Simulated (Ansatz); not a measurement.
# Photoemission of Si(111) with CH3 on 50 % of the top atoms and H on the rest, part 2 of 4

What would XPS and angle-resolved spectra of Si(111) with CH3 on 50 % of the top atoms and H on the rest look like?

Ansatz 0.2.0; DFT, PBE, plane-wave PAW, scalar-relativistic; PAW set soft_1.

So far: Set-up; Relaxing the atoms.

## (3) Bands by layer

This is the main run. States are solved along the surface zone's path and weighed by where they lie along the normal, since photoemission sees the top layers. The cell holds 4 small cells, so the bands are unfolded.

input.yaml

```yaml
crystal:
  lattice:
    - [7.6791796437, 0.0, 0.0]
    - [3.8395898218, 6.6503646517, 0.0]
    - [0.0, 0.0, 24.6937769138]
  atoms:
    - { symbol: H, position: [0.1005163754, 0.050480075, 0.7240763592] }
    - { symbol: H, position: [0.847894421, 0.1032855388, 0.7238450886] }
    - { symbol: H, position: [0.0489063907, 0.8490478318, 0.7241030624] }
    - { symbol: H, position: [0.6005163754, 0.050480075, 0.7240763592] }
    - { symbol: H, position: [0.347894421, 0.1032855388, 0.7238450886] }
    - { symbol: H, position: [0.5489063907, 0.8490478318, 0.7241030624] }
    - { symbol: C, position: [-0.0006967924, 0.0004438192, 0.7083013355] }
    - { symbol: C, position: [0.4993032076, 0.0004438192, 0.7083013355] }
    - { symbol: H, position: [0.0007445175, 0.4992753227, 0.6894970974] }
    - { symbol: H, position: [0.5007445175, 0.4992753227, 0.6894970974] }
    - { symbol: Si, position: [-9.32523e-05, -0.0006785062, 0.6311168074] }
    - { symbol: Si, position: [0.4999067477, -0.0006785062, 0.6311168074] }
    - { symbol: Si, position: [0.0001904997, 0.5005353913, 0.6283836157] }
    - { symbol: Si, position: [0.5001904997, 0.5005353913, 0.6283836157] }
    - { symbol: Si, position: [0.8349209654, 0.3311110525, 0.5978858378] }
    - { symbol: Si, position: [0.3349209654, 0.3311110525, 0.5978858378] }
    - { symbol: Si, position: [0.8317881522, 0.8354792375, 0.5979540417] }
    - { symbol: Si, position: [0.3317881522, 0.8354792375, 0.5979540417] }
    - { symbol: Si, position: [0.8336198098, 0.3329546002, 0.5022495015] }
    - { symbol: Si, position: [0.3336198098, 0.3329546002, 0.5022495015] }
    - { symbol: Si, position: [0.8331109773, 0.8335362357, 0.502318719] }
    - { symbol: Si, position: [0.3331109773, 0.8335362357, 0.502318719] }
    - { symbol: Si, position: [0.1667868823, 0.1665583009, 0.4698689853] }
    - { symbol: Si, position: [0.6667868823, 0.1665583009, 0.4698689853] }
    - { symbol: Si, position: [0.1666054782, 0.6666138405, 0.4699981953] }
    - { symbol: Si, position: [0.6666054782, 0.6666138405, 0.4699981953] }
    - { symbol: Si, position: [0.166666667, 0.166666667, 0.374335324] }
    - { symbol: Si, position: [0.666666667, 0.166666667, 0.374335324] }
    - { symbol: Si, position: [0.166666667, 0.666666667, 0.374335324] }
    - { symbol: Si, position: [0.666666667, 0.666666667, 0.374335324] }
    - { symbol: Si, position: [0.0, 0.0, 0.342596438] }
    - { symbol: Si, position: [0.5, 0.0, 0.342596438] }
    - { symbol: Si, position: [0.0, 0.5, 0.342596438] }
    - { symbol: Si, position: [0.5, 0.5, 0.342596438] }
    - { symbol: H, position: [0.0, 0.0, 0.28347223] }
    - { symbol: H, position: [0.5, 0.0, 0.28347223] }
    - { symbol: H, position: [0.0, 0.5, 0.28347223] }
    - { symbol: H, position: [0.5, 0.5, 0.28347223] }
kpoints:
  mp_grid: { grid: [3, 3, 1] }
scf:
  occupations: { method: fermi_dirac, width: 0.02 }
  n_extra_bands: 37
hamiltonian:
  xc: pbe
  pseudopotentials: { kind: paw, azcp: { folder: soft_1 } }
output:
  forces: true
  write_potential: true
  volumetric_format: []
  dos:
    projected:
      site_lists:
        adsorbate: [6, 0, 1, 2, 7, 3, 4, 5, 8, 9]
        layer_1: [10, 11, 12, 13]
        layer_2: [14, 15, 16, 17]
        layer_3: [18, 19, 20, 21]
        middle: [22, 23, 24, 25]
        other_layers: [26, 27, 28, 29, 30, 31, 32, 33, 34, 35, 36, 37]
    de: 0.05
    e_range: [-30, 12]
    method: { smearing: { sigma: 0.12, scheme: gaussian } }
  eigenstates:
    kpoints:
      - [0.33333333, -0.33333333, 0.0]
      - [0.25, -0.375, 0.0]
      - [0.16666667, -0.41666667, 0.0]
      - [0.08333333, -0.45833333, 0.0]
      - [0.0, 0.5, 0.0]
      - [-0.08333333, 0.45833333, 0.0]
      # [... 29 more points ...]
      - [0.25, 0.5, 0.0]
      - [0.29166667, -0.41666667, 0.0]
    e_range: [-8.0, 6.0]
    unfold:
      supercell_matrix: [[2, 0, 0], [0, 2, 0], [0, 0, 1]]
      layers:
        axis: 3
        edges: [0.121488, 0.387684, 0.392851, 0.613067, 0.613167, 0.886084]
efield:
  axis: 3
  dipole_correction: true
```

Launch:

```
$ ansatz run input.yaml --threads 4 --pin off --max-ram 11264MiB --backend cpu --events-out ev --progress --plain --runs-dir out
```

Numbers of over 12 decimals in the logs are rounded to 6 here.

Log:

```text
[...]
Crystal: 38 atoms, lattice volume = 1261.095 Å³
Basis set: ecut = 420 eV, 24641 PW (Γ), exchange–correlation on 108×108×360 points (8 copies of the dense FFT grid, shifted against one another)
Bands: 95, of which v1, the nominal top of the filled ones, is band 58 counted from 1 (57 counted from 0)
Symmetry: 2 space group operations
[...]
k-points: 5 of 9 (time reversal used)
[...]
SCF iter   1: F=—  HF=-15962.367645 eV  |F-HF|=—  |Δ(HF+E_count)|=         —  Δρ=4.81e-2  dr2=3.19e1  ethr=3.10e-3  p=-0.000 e·Å  D=-3.44e-8 V/Å  ΔV_dip=0.00 eV  dr2_dipole=7.50e-3  V_vac-E_F(+/−)=6.29/6.29 eV  ⟨swp⟩=9.2  Hψ=2978  notcnv=0  defer=76
[...]
SCF iter  10: F=-15952.657255 eV  HF=-15952.657255 eV  |F-HF|=6.22e-8  |Δ(HF+E_count)|=   2.32e-6  Δρ=1.72e-6  dr2=5.48e-8  ethr=8.62e-11  p=0.138 e·Å  D=1.97e-2 V/Å  ΔV_dip=-0.49 eV  dr2_dipole=2.18e-10  V_vac-E_F(+/−)=3.63/4.12 eV  ⟨swp⟩=25.4  Hψ=5951  notcnv=0
SCF 1 converged in 10 iterations: F = -15952.657255 eV  dr2 = 5.48e-8
[...]
NSCF: frozen V_eff on 37 k-points
efield: sawtooth ramp at fractional position 0.9538 (kept from the solve that this one continues, or follows in the run), width 0.1000; the density the first Hamiltonian is built on has a dipole p = 0.138 e·Å; the dipole correction subtracts the counter field D = 1.97e-2 V/Å, which shifts the + side's vacuum level by -0.49 eV against the − side's; the planar-averaged density in the ramp window peaks in size at 3.6e-6 e/Å³
[...]
SCF converged after 10 iterations
Free energy (F): -15952.657255 eV
[...]
Internal energy: -15952.657255 eV  (E = F + TS)
E sigma→0 (E₀):  -15952.657255 eV
Fermi energy:    0.461259 eV
Dipole field:    D = 0.019738 V/Å  (p = 0.137562 e·Å, saw-weighted, corrected)
Work function:   Φ+ = 3.6330 eV   Φ− = 4.1205 eV
[...]
--- Forces (eV/Å), atoms counted from 1 ---
  atom   1  H     -0.00094785     0.00002926    -0.00285125
  atom   2  H     -0.00088368    -0.00378427     0.00120364
  atom   3  H     -0.00140213     0.00093912     0.00818985
  atom   4  H     -0.00094785     0.00002926    -0.00285125
  atom   5  H     -0.00088368    -0.00378427     0.00120364
  atom   6  H     -0.00140213     0.00093912     0.00818985
  atom   7  C     -0.00116111    -0.00312360    -0.00640749
  atom   8  C     -0.00116111    -0.00312360    -0.00640749
  atom   9  H     -0.00056756     0.00196050     0.00003371
  atom  10  H     -0.00056756     0.00196050     0.00003371
  atom  11  Si     0.00461864     0.00788534    -0.00008083
  atom  12  Si     0.00461864     0.00788534    -0.00008083
  atom  13  Si     0.00044191    -0.00360349    -0.00090083
  atom  14  Si     0.00044191    -0.00360349    -0.00090083
  atom  15  Si    -0.00070188     0.00037176    -0.00209176
  atom  16  Si    -0.00070188     0.00037176    -0.00209176
  atom  17  Si     0.00021001    -0.00025656     0.00449040
  atom  18  Si     0.00021001    -0.00025656     0.00449040
  atom  19  Si     0.00030443     0.00024725    -0.00014588
  atom  20  Si     0.00030443     0.00024725    -0.00014588
  atom  21  Si     0.00040741     0.00009615    -0.00036960
  atom  22  Si     0.00040741     0.00009615    -0.00036960
  atom  23  Si     0.00003152     0.00090427     0.00023170
  atom  24  Si     0.00003152     0.00090427     0.00023170
  atom  25  Si    -0.00018284    -0.00088961     0.00057042
  atom  26  Si    -0.00018284    -0.00088961     0.00057042
  atom  27  Si     0.00149102    -0.00092565    -0.08753785
  atom  28  Si     0.00149102    -0.00092565    -0.08753785
  atom  29  Si    -0.00165439     0.00000314    -0.06310363
  atom  30  Si    -0.00165439     0.00000314    -0.06310363
  atom  31  Si    -0.00053093     0.00017588     0.84753793
  atom  32  Si    -0.00053093     0.00017588     0.84753793
  atom  33  Si     0.00058670    -0.00001714     0.84836372
  atom  34  Si     0.00058670    -0.00001714     0.84836372
  atom  35  H      0.00037060    -0.00044375    -0.77361843
  atom  36  H      0.00037060    -0.00044375    -0.77361843
  atom  37  H     -0.00043497     0.00041598    -0.77353673
  atom  38  H     -0.00043497     0.00041598    -0.77353673
  max |Σ_I F_I| component: 4.58e-5 eV/Å
--- Band table (eV; the first three rows and the last of 5) ---
  k-point 0: bands = [... 54 lower, -0.5319, -0.5210, -0.0956, -0.0865, 1.0114, 1.0241, 1.0351, 1.5867, ... 33 higher]
  k-point 1: bands = [... 54 lower, -1.3549, -1.1267, -1.0096, -0.4846, 1.1679, 1.7803, 1.8899, 1.9331, ... 33 higher]
  k-point 2: bands = [... 54 lower, -1.3374, -1.1271, -1.0260, -0.4923, 1.1733, 1.7830, 1.8944, 1.9216, ... 33 higher]
  k-point 4: bands = [... 54 lower, -1.9483, -1.2990, -1.2725, -1.2559, 2.2566, 2.4315, 2.4455, 2.5101, ... 33 higher]
```

Elapsed: 4 min, on 4 threads of Arm Neoverse V2, shared host; peak memory 4.7 GiB.

Reading the cycles: dr2 is the Hartree energy of the density residual (eV), the measure of convergence; HF is the Harris–Foulkes estimate of the energy, which meets the free energy F at convergence.

This step gave:

* Fermi energy: 0.4613 eV
* zero of energy: valence-band maximum
* share of occupied states in no projected shell: 0.0111 of the occupied states in the window

A(k,E), total over k along the path and E. Zero: valence-band maximum.

Ten even steps from '_' (0.0 eV⁻¹) to '@' (7.8 eV⁻¹), each cell a mean:
```
------========++==**----::----==**------::......____..------
....::--++****++--::**==::--++##++==--------::::::..----::..
______..::--++++**##**%%@@@@##++------::::::::::--==--..____
__......____..::==++++++++++++==--......__________::==--..__
====----------------====----==--::::::::--......::::....--==
______________________::--::..__::::::::::======----::..____
____________________________________........::::::__________
____________________________________________..______________
______________________..::..________________________________
__________________..--==++++--::..__________________________
______________..----++++++++++==::::::....__________________
________......--======--::::==++==------::::::::::..________
........__..----::--..______..::::::::::------------::::....
::::::::==++--::--..__________..::::::..::::::::::::::::::::
::::::----::..--::______________..--::....::::::::--==--::::
======--::----......................::::::::::::::::::--====
----::::::......__________________......::::::::::::::------
__________..__________________________..____________________
______..::....::::::::::::::::::::::::..::..________________
....::::::::........____________......::::::................
----::::....::::..........................::::::::::::----::
............____________________________..::................
```
Columns: k along the path (Å⁻¹) from 0 to 2.58; rows upwards: E (eV) from -7.15 to 4.90.

A(k,E), top over k along the path and E. Zero: valence-band maximum.

Ten even steps from '_' (0.01 eV⁻¹) to '@' (1.61 eV⁻¹), each cell a mean:
```
======++++++++++====----::----==++==++**==::::......::======
::::::--++**####++--++==----++##**++++====--::::::::--==--::
____....::--==**##%%%%@@@@@@%%**++==--::::::::--------..____
__......____..::--==++++****++==--::....__________::--::..__
----::::------::----====::--==--::::::::::....__::::....::--
______________________::--::......::::::::--====--::....____
____________________________________..............__________
____________________________________________________________
______________________......________________________________
__________________..--==++++--....__________________________
______________..::--====----==--::::......__________________
________......--------::....------------::::::::..__________
........__..--::::::..________::::......::----------::......
::::::::====--::::..____________::::::............::::::::::
::::--==--::::--::................--::::..........::----::::
++++++==------::::::::::::::::::::::::----------------==++++
::::::::........__________________......::::::::::::::::::::
__________..__________........________..____________________
--::::::----==++****####****####****++------::::::::::::::--
====++++++++++++====------------==++****++++++++++++++====++
==++==++====--::................::::::--==----::::----======
..::::......____________________________::::--------::::::..
```
Columns: k along the path (Å⁻¹) from 0 to 2.58; rows upwards: E (eV) from -7.15 to 4.90.

A(k,E), middle over k along the path and E. Zero: valence-band maximum.

Values in eV⁻¹, 12 rows by 16 columns, each cell a mean:
```
0.83 1.21 1.97 1.99 1.31 1.29 0.55 0.82 1.91 1.09 1.05 0.96 0.79 0.42 1.14 0.94
0.26 0.65 0.91 1.45 1.96 2.19 2.86 2.68 1.64 1.09 0.74 0.73 0.87 1.32 1.13 0.23
1.50 1.18 1.09 1.08 1.17 1.53 1.38 1.50 1.26 0.92 1.08 0.95 0.70 1.09 1.12 1.52
0.08 0.08 0.06 0.06 0.07 0.10 0.42 0.22 0.16 0.62 0.83 1.09 1.35 0.84 0.21 0.08
0.03 0.03 0.03 0.04 0.06 0.19 0.73 0.48 0.14 0.07 0.08 0.12 0.12 0.05 0.03 0.03
0.03 0.04 0.07 0.25 0.75 1.59 2.18 2.01 1.10 0.66 0.46 0.21 0.13 0.07 0.04 0.03
0.38 0.58 0.62 1.18 1.53 1.61 0.73 1.12 1.74 1.47 1.30 1.27 1.27 1.03 0.59 0.37
1.25 1.19 1.61 1.22 1.10 0.30 0.09 0.10 0.66 0.92 0.92 1.19 1.27 1.35 1.23 1.26
1.03 1.20 0.95 0.88 0.59 0.37 0.35 0.35 0.42 0.74 0.64 0.53 0.54 0.77 1.22 1.04
0.63 0.33 0.43 0.50 0.14 0.11 0.09 0.10 0.13 0.30 0.54 0.21 0.15 0.13 0.25 0.63
0.23 0.56 0.58 0.35 0.27 0.25 0.25 0.25 0.24 0.31 0.48 0.58 0.23 0.22 0.22 0.20
0.96 0.59 0.53 0.43 0.41 0.42 0.42 0.42 0.41 0.41 0.50 0.70 0.91 0.92 0.92 1.00
```
Columns: k along the path (Å⁻¹) from 0 to 2.58; rows upwards: E (eV) from -7.15 to 4.90.

A(k,E), bottom over k along the path and E. Zero: valence-band maximum.

Ten even steps from '_' (0.01 eV⁻¹) to '@' (2.59 eV⁻¹), each cell a mean:
```
----::----======++**::::::::::==**==----::......____..------
....::::==++====::--**==::--**##++--::::::::........----::..
______....::====++++++%%@@@@**--::::::......::::::--::..____
__....______....--====----------::......__________::--::..__
--::::::::::::....::----::----::::::..::::..____::::____::--
______________________..::..____....::::::--==----......____
____________________________________..............__________
____________________________________________________________
______________________......________________________________
__________________..--==++++--....__________________________
______________..::--====--====--::::....____________________
________......--------::....------------::........__________
__....____..--::::::..________::::......::------::::......__
........--==--..::..____________::..............::::........
....::----....--..______________..--::............::--::....
==++++--::----......................::::::..........::--====
----::::::..__________________________..::::::--------------
____________________________________________________________
____________..........................______________________
______......__________________________......________________
..............................................::::::::::::..
______....______________________________..........__________
```
Columns: k along the path (Å⁻¹) from 0 to 2.58; rows upwards: E (eV) from -7.15 to 4.90.

Peaks of A(k,E) at the labelled points: for each region the eleven nearest the zero at most, each over 6 % of that point's highest, less those above the energy where the solved bands run out; weight and spread sum the levels within three half widths or 0.3 eV, so near peaks share levels. Peaks of the spectral function, the first 40 of 127 rows:

| point | weight on | E (eV) | A (1/eV) | weight near the peak | rms spread of levels (eV) |
| --- | --- | --- | --- | --- | --- |
| K | total | -5.55 | 2.001 | 0.617 | 0.033 |
| K | total | -4.39 | 3.192 | 1.01 | 0.04 |
| K | total | -3.87 | 5.855 | 2.79 | 0.118 |
| K | total | -3.65 | 4.066 | 2.947 | 0.142 |
| K | total | -3.03 | 3.279 | 0.929 | 0 |
| K | total | -2.27 | 6.154 | 1.975 | 0.025 |
| K | total | 2.37 | 4.099 | 2.745 | 0.111 |
| K | total | 2.57 | 5.902 | 2.951 | 0.119 |
| K | total | 4.03 | 1.768 | 0.545 | 0.077 |
| K | total | 4.61 | 4.792 | 1.961 | 0.09 |
| K | top | -4.39 | 0.38 | 0.106 | 0.041 |
| K | top | -3.83 | 1.452 | 0.644 | 0.101 |
| K | top | -3.65 | 1.103 | 0.707 | 0.135 |
| K | top | -3.03 | 0.773 | 0.217 | 0 |
| K | top | -2.65 | 0.263 | 0.057 | 0.118 |
| K | top | -2.25 | 0.978 | 0.315 | 0.047 |
| K | top | 2.37 | 0.63 | 0.449 | 0.11 |
| K | top | 2.57 | 1.015 | 0.49 | 0.119 |
| K | top | 4.03 | 0.58 | 0.205 | 0.095 |
| K | top | 4.61 | 1.182 | 0.496 | 0.094 |
| K | middle | -6.65 | 3.03 | 1.162 | 0.049 |
| K | middle | -5.55 | 0.335 | 0.089 | 0.031 |
| K | middle | -4.39 | 2.135 | 0.713 | 0.039 |
| K | middle | -3.85 | 2.176 | 0.899 | 0.103 |
| K | middle | -3.03 | 1.608 | 0.461 | 0 |
| K | middle | -2.27 | 4.005 | 1.295 | 0.025 |
| K | middle | 2.35 | 2.728 | 1.689 | 0.113 |
| K | middle | 2.57 | 3.412 | 1.802 | 0.122 |
| K | middle | 4.03 | 0.663 | 0.189 | 0.061 |
| K | middle | 4.61 | 1.829 | 0.746 | 0.09 |
| K | bottom | -6.59 | 1.46 | 0.463 | 0.011 |
| K | bottom | -4.37 | 0.649 | 0.182 | 0.041 |
| K | bottom | -3.91 | 2.686 | 1.194 | 0.131 |
| K | bottom | -3.65 | 1.603 | 1.24 | 0.149 |
| K | bottom | -3.03 | 0.869 | 0.243 | 0 |
| K | bottom | -2.27 | 1.146 | 0.359 | 0.019 |
| K | bottom | 2.57 | 1.375 | 0.617 | 0.107 |
| K | bottom | 4.03 | 0.498 | 0.142 | 0.065 |
| K | bottom | 4.61 | 1.706 | 0.688 | 0.086 |
| Γ | total | -3.39 | 2.962 | 0.91 | 0 |

(Continued in part 3 of 4.)

[Logs are printed without paths, hosts, clocks, repeated set-up lines and the standing remarks that a program may print on its own settings, such as how far it seeks lower states.]

[Hosts, paths, dates, database ids (printed as entryN), source tags and the programs' standing remarks are cut or masked in the printed files.]

[Maps of the electrostatic potential energy from Ansatz leave out the sawtooth potential of an applied field or a dipole correction, so their vacuum need not be flat; work functions include it.]
